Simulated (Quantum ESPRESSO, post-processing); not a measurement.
# Ir(111), 5 layers: solver and mixing choices, part 3 of 3

Wanted: time, iterations and memory of Ir(111), 5 layers by eigensolver and mixing.

Quantum ESPRESSO 7.5; plane-wave DFT, PBE, SG15 norm-conserving pseudopotentials.

So far. Step 8 (SCF with pw.x: david, local-TF mixing, beta 0.4 …): Counted from each run's own zero (the Fermi level), the vacuum level differs from the first run's by -0 meV.

### Step 9. Self-consistent run: cg, local-TF mixing, beta 0.4, history 8

c7.in

```
&control
  prefix = 'c7'
  outdir = './out'
  pseudo_dir = './pseudo'
  calculation = 'scf'
  tprnfor = .true.
/
&system
  ibrav = 0
  nat = 5
  ntyp = 1
  ecutwfc = 60
  ecutrho = 240
  occupations = 'smearing'
  smearing = 'mv'
  degauss = 0.02
  assume_isolated = 'esm'
  esm_bc = 'bc1'
/
&electrons
  conv_thr = 1e-07
  mixing_beta = 0.4
  electron_maxstep = 80
  mixing_mode = 'local-TF'
  diagonalization = 'cg'
  mixing_ndim = 8
/
ATOMIC_SPECIES
  Ir  192.2170  Ir_ONCV_PBE-1.2.upf
CELL_PARAMETERS angstrom
  2.71529003975634 0.00000000000000 0.00000000000000
  1.35764501987817 2.35151015307185 0.00000000000000
  0.00000000000000 0.00000000000000 24.86810013475265
ATOMIC_POSITIONS crystal
  Ir  0.666666666700 0.666666666700 -0.178302726921
  Ir  0.000000000000 0.000000000000 -0.089151363461
  Ir  0.333333333300 0.333333333300 0.000000000000
  Ir  0.666666666700 0.666666666700 0.089151363461
  Ir  0.000000000000 0.000000000000 0.178302726921
K_POINTS automatic
  12 12 1 0 0 0
```

Launch:

```
$ OMP_NUM_THREADS=1 mpirun -n 4 pw.x -nk 4 -in c7.in > c7.out
```

The program printed:

```text
[banner, memory and clock lines left out]
Program PWSCF v.7.5 starts
[...]
Message from routine setup:
[...]
number of electrons       =        85.00
     number of Kohn-Sham states=           52
     kinetic-energy cutoff     =      60.0000  Ry
     charge density cutoff     =     240.0000  Ry
[...]
number of k points=    19  Marzari-Vanderbilt smearing, width (Ry)=  0.0200
[...]
Dense  grid:    67335 G-vectors     FFT dimensions: (  27,  27, 240)
[...]
negative rho (up, down):  1.407E-04 0.000E+00
     Starting wfcs are random
[...]
negative rho (up, down):  7.459E-07 0.000E+00
[...]
estimated scf accuracy    <       0.21477970 Ry
[...]
negative rho (up, down):  1.222E-08 0.000E+00
[...]
estimated scf accuracy    <       0.06753124 Ry
[...]
estimated scf accuracy    <       0.02833053 Ry
[...]
estimated scf accuracy    <       0.00158973 Ry
[...]
estimated scf accuracy    <       0.00173362 Ry
[...]
estimated scf accuracy    <       0.00056535 Ry
[...]
estimated scf accuracy    <       0.00023724 Ry
[...]
estimated scf accuracy    <       0.00009372 Ry
[...]
estimated scf accuracy    <       0.00002965 Ry
[...]
negative rho (up, down):  2.924E-05 0.000E+00
[...]
estimated scf accuracy    <       0.00002232 Ry
[...]
negative rho (up, down):  1.458E-05 0.000E+00
[...]
estimated scf accuracy    <       0.00000571 Ry
[...]
negative rho (up, down):  1.021E-05 0.000E+00
[...]
estimated scf accuracy    <       0.00000020 Ry
[...]
the Fermi energy is    -5.5293 ev
!    total energy              =   -1062.29781052 Ry
     estimated scf accuracy    <       0.00000005 Ry
     smearing contrib. (-TS)   =       0.00180743 Ry
     internal energy E=F+TS    =   -1062.29961794 Ry
[...]
one-electron contribution =   27244.65741478 Ry
     hartree contribution      =  -13665.73009138 Ry
     xc contribution           =    -105.24551385 Ry
     ewald contribution        =  -14535.98142749 Ry
     convergence has been achieved in  13 iterations
[...]
Total force =     0.020921     Total SCF correction =     0.001334
[...]
```

The job ended after 2 min (4 MPI ranks of Arm Neoverse V2, shared host; peak memory 0.55 GiB; 8.1 min of CPU time).

This step gave:

| Item | Value |
| --- | --- |
| Fermi energy | -5.529 eV |
| vacuum line at the lower end of the cell, over the Fermi level | 5.529 eV |
| vacuum line at the upper end of the cell, over the Fermi level | 5.529 eV |

The program's own clock; routines nest. Time by routine:

| routine | wall time (s) | calls |
| --- | --- | --- |
| PWSCF | 121.2 | 1 |
| electrons | 119.2 | 1 |
| c_bands | 109.2 | 14 |
| ccgdiagg | 91.17 | 73 |
| h_psi | 81.59 | 13223 |
| hs_1psi | 69.33 | 13155 |
| fftw | 45.92 | 37022 |
| vloc_psi | 45.23 | 13223 |
| calbec | 28.58 | 26398 |
| add_vuspsi | 21.15 | 13223 |
| h_psi:calbec | 14.91 | 13223 |
| wfcrot | 14.11 | 68 |
| s_1psi | 13.42 | 13155 |
| sum_band | 5.25 | 14 |

Counted from each run's own zero (the Fermi level), the vacuum level differs from the first run's by +2 meV.

### Step 10. Ground state: ppcg, local-TF mixing, beta 0.4, history 8

c8.in, as its differences from the input of step 9:

```diff
@@ -1,3 +1,3 @@
 &control
-  prefix = 'c7'
+  prefix = 'c8'
   outdir = './out'
@@ -24,3 +24,3 @@
   mixing_mode = 'local-TF'
-  diagonalization = 'cg'
+  diagonalization = 'ppcg'
   mixing_ndim = 8
```

Launch:

```
$ OMP_NUM_THREADS=1 mpirun -n 4 pw.x -nk 4 -in c8.in > c8.out
```

The program printed:

```text
[banner, memory and clock lines left out]
Program PWSCF v.7.5 starts

          URL

 %%%%%%%%%%%%%%%%%%%%%%%%%%%%%%%%%%%%%%%%%%%%%%%%%%%%%%%%%%%%%%%%%%%%%%%%%%%%%%
     Error in routine iosys (1):
     PPCG diagonalization not supported anymore (Dec. 2024)
 %%%%%%%%%%%%%%%%%%%%%%%%%%%%%%%%%%%%%%%%%%%%%%%%%%%%%%%%%%%%%%%%%%%%%%%%%%%%%%

     stopping ...
[the rest left out]
```

It took 0.73 s on 4 MPI ranks; peak memory 0.09 GiB.

The input was rejected at the start.

The fault put into the input: an eigensolver that this release has dropped (electrons.diagonalization = "ppcg").

The message: “iosys (1): PPCG diagonalization not supported anymore (Dec. 2024)”. This release no longer has that solver; david, paro or rmm-davidson serve.

### Step 11. Ground state: paro, local-TF mixing, beta 0.4, history 8

c9.in, as its differences from the input of step 10:

```diff
@@ -1,3 +1,3 @@
 &control
-  prefix = 'c8'
+  prefix = 'c9'
   outdir = './out'
@@ -24,3 +24,3 @@
   mixing_mode = 'local-TF'
-  diagonalization = 'ppcg'
+  diagonalization = 'paro'
   mixing_ndim = 8
```

Launch:

```
$ OMP_NUM_THREADS=1 mpirun -n 4 pw.x -nk 4 -in c9.in > c9.out
```

The program printed:

```text
[banner, memory and clock lines left out]
Program PWSCF v.7.5 starts
[...]
Message from routine setup:
[...]
number of electrons       =        85.00
     number of Kohn-Sham states=           52
     kinetic-energy cutoff     =      60.0000  Ry
     charge density cutoff     =     240.0000  Ry
[...]
number of k points=    19  Marzari-Vanderbilt smearing, width (Ry)=  0.0200
[...]
Dense  grid:    67335 G-vectors     FFT dimensions: (  27,  27, 240)
[...]
negative rho (up, down):  1.407E-04 0.000E+00
     Starting wfcs are random
[...]
negative rho (up, down):  1.079E-06 0.000E+00
[...]
estimated scf accuracy    <       0.22313836 Ry
[...]
estimated scf accuracy    <       0.08301872 Ry
[...]
estimated scf accuracy    <       0.03219521 Ry
[...]
estimated scf accuracy    <       0.00188238 Ry
[...]
estimated scf accuracy    <       0.00168278 Ry
[...]
estimated scf accuracy    <       0.00035468 Ry
[...]
estimated scf accuracy    <       0.00017096 Ry
[...]
estimated scf accuracy    <       0.00011262 Ry
[...]
estimated scf accuracy    <       0.00004568 Ry
[...]
negative rho (up, down):  2.488E-05 0.000E+00
[...]
estimated scf accuracy    <       0.00005084 Ry
[...]
negative rho (up, down):  2.397E-05 0.000E+00
[...]
estimated scf accuracy    <       0.00000522 Ry
[...]
negative rho (up, down):  9.016E-06 0.000E+00
[...]
estimated scf accuracy    <       0.00000085 Ry
[...]
negative rho (up, down):  4.821E-07 0.000E+00
[...]
estimated scf accuracy    <       0.00000010 Ry
[...]
the Fermi energy is    -5.5278 ev
!    total energy              =   -1062.29781054 Ry
     estimated scf accuracy    <          3.4E-09 Ry
     smearing contrib. (-TS)   =       0.00180731 Ry
     internal energy E=F+TS    =   -1062.29961784 Ry
[...]
one-electron contribution =   27244.68541529 Ry
     hartree contribution      =  -13665.75841702 Ry
     xc contribution           =    -105.24518862 Ry
     ewald contribution        =  -14535.98142749 Ry
     convergence has been achieved in  14 iterations
[...]
Total force =     0.020914     Total SCF correction =     0.000248
[...]
```

It took 5 min on 4 MPI ranks; peak memory 0.69 GiB.

Numbers from this step:

```
Fermi energy                                                   : -5.528 eV
vacuum line at the lower end of the cell, over the Fermi level : 5.528 eV
vacuum line at the upper end of the cell, over the Fermi level : 5.528 eV
```

The program's own clock; routines nest. Time by routine:

| routine | wall time (s) | calls |
| --- | --- | --- |
| PWSCF | 301.4 | 1 |
| electrons | 299.4 | 1 |
| c_bands | 288.9 | 15 |
| paro_k | 241.5 | 75 |
| h_psi | 165.3 | 3231 |
| vloc_psi | 119.8 | 3231 |
| fftw | 115.7 | 94276 |
| add_vuspsi | 22.96 | 3231 |
| calbec | 22.41 | 3251 |
| h_psi:calbec | 21.98 | 3231 |
| sum_band | 5.67 | 15 |
| mix_rho | 4.05 | 15 |
| ffts | 2.45 | 1262 |
| g_psi | 1.75 | 3833 |

Counted from each run's own zero (the Fermi level), the vacuum level differs from the first run's by +0 meV.

### Step 12. Ground state: rmm-davidson, local-TF mixing, beta 0.4, history 8

c10.in, as its differences from the input of step 11:

```diff
@@ -1,3 +1,3 @@
 &control
-  prefix = 'c9'
+  prefix = 'c10'
   outdir = './out'
@@ -24,3 +24,3 @@
   mixing_mode = 'local-TF'
-  diagonalization = 'paro'
+  diagonalization = 'rmm-davidson'
   mixing_ndim = 8
```

Launch:

```
$ OMP_NUM_THREADS=1 mpirun -n 4 pw.x -nk 4 -in c10.in > c10.out
```

The program printed:

```text
[banner, memory and clock lines left out]
Program PWSCF v.7.5 starts
[...]
Message from routine setup:
[...]
number of electrons       =        85.00
     number of Kohn-Sham states=           52
     kinetic-energy cutoff     =      60.0000  Ry
     charge density cutoff     =     240.0000  Ry
[...]
number of k points=    19  Marzari-Vanderbilt smearing, width (Ry)=  0.0200
[...]
Dense  grid:    67335 G-vectors     FFT dimensions: (  27,  27, 240)
[...]
negative rho (up, down):  1.407E-04 0.000E+00
     Starting wfcs are random
[...]
negative rho (up, down):  7.699E-07 0.000E+00
[...]
estimated scf accuracy    <       0.24567160 Ry
[...]
estimated scf accuracy    <       0.08310480 Ry
[...]
estimated scf accuracy    <       0.02350435 Ry
[...]
estimated scf accuracy    <       0.00451730 Ry
[...]
estimated scf accuracy    <       0.00093803 Ry
[...]
estimated scf accuracy    <       0.00047523 Ry
[...]
estimated scf accuracy    <       0.00019125 Ry
[...]
estimated scf accuracy    <       0.00011686 Ry
[...]
estimated scf accuracy    <       0.00004918 Ry
[...]
negative rho (up, down):  2.556E-05 0.000E+00
[...]
estimated scf accuracy    <       0.00002929 Ry
[...]
estimated scf accuracy    <       0.00000520 Ry
[...]
negative rho (up, down):  2.507E-08 0.000E+00
[...]
estimated scf accuracy    <       0.00000033 Ry
[...]
the Fermi energy is    -5.5267 ev
!    total energy              =   -1062.29781053 Ry
     estimated scf accuracy    <       0.00000003 Ry
     smearing contrib. (-TS)   =       0.00180706 Ry
     internal energy E=F+TS    =   -1062.29961759 Ry
[...]
one-electron contribution =   27244.68127396 Ry
     hartree contribution      =  -13665.75400792 Ry
     xc contribution           =    -105.24545614 Ry
     ewald contribution        =  -14535.98142749 Ry
     convergence has been achieved in  13 iterations
[...]
Total force =     0.020884     Total SCF correction =     0.000901
[...]
```

Run time: 1.7 min. Hardware: 4 MPI ranks; peak memory 0.8 GiB.

Read from the output:

| Item | Value |
| --- | --- |
| Fermi energy | -5.527 eV |
| vacuum line at the lower end of the cell, over the Fermi level | 5.527 eV |
| vacuum line at the upper end of the cell, over the Fermi level | 5.527 eV |

The program's own clock; routines nest. Time by routine:

| routine | wall time (s) | calls |
| --- | --- | --- |
| PWSCF | 102.9 | 1 |
| electrons | 100.9 | 1 |
| c_bands | 91.41 | 14 |
| h_psi | 64.02 | 689 |
| fftw | 48.48 | 39628 |
| vloc_psi | 47.57 | 689 |
| crmmdiagg | 17.06 | 45 |
| wfcrot | 10.7 | 50 |
| calbec | 8.55 | 709 |
| add_vuspsi | 8.2 | 689 |
| h_psi:calbec | 8.1 | 689 |
| sum_band | 5.27 | 14 |
| mix_rho | 3.56 | 14 |
| ffts | 2.22 | 1142 |

Counted from each run's own zero (the Fermi level), the vacuum level differs from the first run's by -1 meV.

### Step 13. The series side by side

All levels:

| level | vacuum level over the Fermi level (eV) | its change from the first (meV) | energy from the first (meV an atom) | SCF iterations | wall time (s) | peak memory (GiB) | CPU time (s) |
| --- | --- | --- | --- | --- | --- | --- | --- |
| david, local-TF mixing, beta 0.4, history 8 | 5.528 | 0 | 0 | 18 | 156.7 | 0.63 | 626.3 |
| david, plain mixing, beta 0.4, history 8 | 5.527 | -0.6 | -5.44e-5 | 18 | 152.5 | 0.63 | 609.8 |
| david, plain mixing, beta 0.7, history 8 | 5.527 | -0.5 | 2.72e-5 | 19 | 150.8 | 0.63 | 602.7 |
| david, TF mixing, beta 0.4, history 8 | 5.526 | -1.2 | -2.72e-5 | 44 | 232.9 | 0.63 | 931.1 |
| david, local-TF mixing, beta 0.7, history 8 | 5.527 | -0.7 | 5.44e-5 | 21 | 166.4 | 0.63 | 665.2 |
| david, local-TF mixing, beta 0.2, history 8 | 5.527 | -0.6 | 2.72e-5 | 20 | 161 | 0.63 | 643.6 |
| david, local-TF mixing, beta 0.4, history 4 | 5.527 | -0.5 | -5.44e-5 | 16 | 144.8 | 0.62 | 578.7 |
| cg, local-TF mixing, beta 0.4, history 8 | 5.529 | 1.6 | -8.16e-5 | 13 | 121.7 | 0.55 | 486.4 |
| paro, local-TF mixing, beta 0.4, history 8 | 5.528 | 0.1 | -1.36e-4 | 14 | 302 | 0.69 | 1208 |
| rmm-davidson, local-TF mixing, beta 0.4, history 8 | 5.527 | -1 | -1.09e-4 | 13 | 103.4 | 0.8 | 413.4 |

### Step 14. Outcome

| Property | Result |
| --- | --- |
| fastest | rmm-davidson, local-TF mixing, beta 0.4, history 8: 1.7 min, 13 iterations |
| slowest that converged | paro, local-TF mixing, beta 0.4, history 8: 5 min, 14 iterations |
| fewest iterations | cg, local-TF mixing, beta 0.4, history 8: 13 |
| largest change of the vacuum level | 2 meV |

What this shows: The fastest choice is rmm-davidson, local-TF mixing, beta 0.4, history 8: 1.7 min, 13 iterations. The converged runs took 13 to 44 iterations and agree within 3 meV in the vacuum level; counts also move with the parallel layout and the random start, so differences of a few iterations rank nothing. Refused or stopped by an error: ppcg, local-TF mixing, beta 0.4, history 8. The times come from a shared host and are rough. Peak memory is sampled during the run and can miss the peak. The geometry is as built, not relaxed.

[Logs are printed without paths, hosts, clocks, repeated set-up lines and the standing remarks that a program may print on its own settings, such as how far it seeks lower states.]

[Hosts, paths, dates, database ids (printed as entryN), source tags and the programs' standing remarks are cut or masked in the printed files.]

[Maps of the electrostatic potential energy from Ansatz leave out the sawtooth potential of an applied field or a dipole correction, so their vacuum need not be flat; planar profiles and work functions include it.]
